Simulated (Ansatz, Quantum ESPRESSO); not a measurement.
## Mo (bcc): bulk modulus from a few volumes

How stiff is bcc Mo under hydrostatic load? Each row scales the relaxed cell evenly and relaxes the atoms. The phase is followed to these pressures whether or not it stays the stable one.

Calculated with Ansatz 0.2.0, PBEsol, PAW files of the set soft_1, cutoff 600 eV, Fermi–Dirac smearing 0.05 eV, k-mesh 19×19×19, no spin polarisation, no spin-orbit coupling.

Reference cell, relaxed at zero pressure with PBEsol (Im-3m): a = 2.7102 Å, b = 2.7102 Å, c = 2.7102 Å, α = 109.47°, β = 109.47°, γ = 109.47°.

```
atom       x       y       z
  Mo  0.0000  0.0000  0.0000
```

```csv
V (Å³/atom),V/V0,P (GPa),E − E0 (meV/atom)
14.4044,0.9400,19.678,53.5
14.7109,0.9600,12.417,22.9
15.6304,1.0200,−5.289,5.1
15.9368,1.0400,−10.064,19.9
16.2433,1.0600,−14.373,43.3
```

V0 = 15.3239 Å³ an atom, where the residual pressure P0 is +0.005 GPa. **Question.** Fit the Birch–Murnaghan law and give the pressure and the energy at V = 15.0174 Å³ an atom, a row left out above.

With the Eulerian strain f = ½[(V0/V)^(2/3) − 1] and F = (P − P0)/[3f(1 + 2f)^(5/2)], the third-order law is the line F = B0 + (3/2) B0 (B′ − 4) f.

```
       f  F (GPa)
 0.02106   280.89
 0.01380   280.18
−0.00656   278.12
−0.01290   277.69
−0.01905   277.24
```

A straight line through the 5 rows: the means are −0.00073 for f and 278.82 for F, Σ(Δx)² = 0.001204 and ΣΔxΔy = 0.1116, so the slope is 0.1116/0.001204 = 92.756 and the intercept 278.82 − (92.756)(−0.00073) = 278.89.

Hence B0 = 278.9 GPa and B′ = 4 + (92.8)/(1.5 × 278.9) = 4.22. For the withheld volume f = 0.00678, F = 279.52 GPa and P = 5.89 GPa. The run itself gives 5.88 GPa, so the estimate misses by 0.01 GPa, a rounding's worth.

Integrating the same law gives E − E0 = (9/2) B0 V0 f²[1 + (B′ − 4) f] + P0(V0 − V), with 1 GPa Å³ = 6.2415 meV: 5.5 meV an atom. The run itself gives 5.5 meV, so the estimate misses by 0.0 meV, a rounding's worth.

The same fit over all rows at other levels or in other programs gives B0 = 273 GPa with r2SCAN (Ansatz), 278 GPa with PBEsol (Quantum ESPRESSO, PseudoDojo) and 280 GPa with PBEsol (Quantum ESPRESSO, GBRV).

[Logs are printed without paths, hosts, clocks, repeated set-up lines and the standing remarks that a program may print on its own settings, such as how far it seeks lower states.]
